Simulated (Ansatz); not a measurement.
Rows from a G0W0 calculation on HfIN (layers cut from the bulk crystal) (Ansatz 0.2.0; G0W0 on PBEsol, plane waves, PAW; PAW set soft_1; 6×6×1 mesh, 779 empty bands, screening to 65 eV, PAW set soft_1 files), in eV. Spin-orbit coupling is left out.

| row | k | band | start | Σx | Σc at the solution | Vxc |
| --- | --- | --- | --- | --- | --- | --- |
| A | (0.333, 0.333, 0.000) | c1 | -4.034 | -11.434 | -3.696 | -15.988 |
| B | Γ | c1 | -2.816 | -8.344 | -3.910 | -12.801 |
| C | Γ | c3 | -2.732 | -11.141 | -4.583 | -16.664 |
| D | Γ | c2 | -2.736 | -8.504 | -3.913 | -12.988 |
| E | Γ | v1 | -4.891 | -18.546 | 1.632 | -16.473 |
| F | (0.333, 0.333, 0.000) | v1 | -6.206 | -21.832 | 3.080 | -18.688 |

Work out each quasiparticle level and how far it moved.

The quasiparticle equation reads E = start + Σx + Σc(E) − Vxc.

| row | E (eV) | shift (eV) |
| --- | --- | --- |
| A | -3.177 | +0.858 |
| B | -2.269 | +0.547 |
| C | -1.793 | +0.939 |
| D | -2.166 | +0.570 |
| E | -5.333 | −0.442 |
| F | -6.271 | −0.065 |

Limits: not at the basis limit; coarse mesh for a sheet; no spin-orbit coupling.

[Runs of the session that timed out or met a known fault of the program may be left out.]

[Cells called generated may have been cut or substituted from an entry of the Crystallography Open Database or the Materials Project.]

[Hosts, paths, dates, database ids (printed as entryN), source tags and the programs' standing remarks are cut or masked in the printed files.]
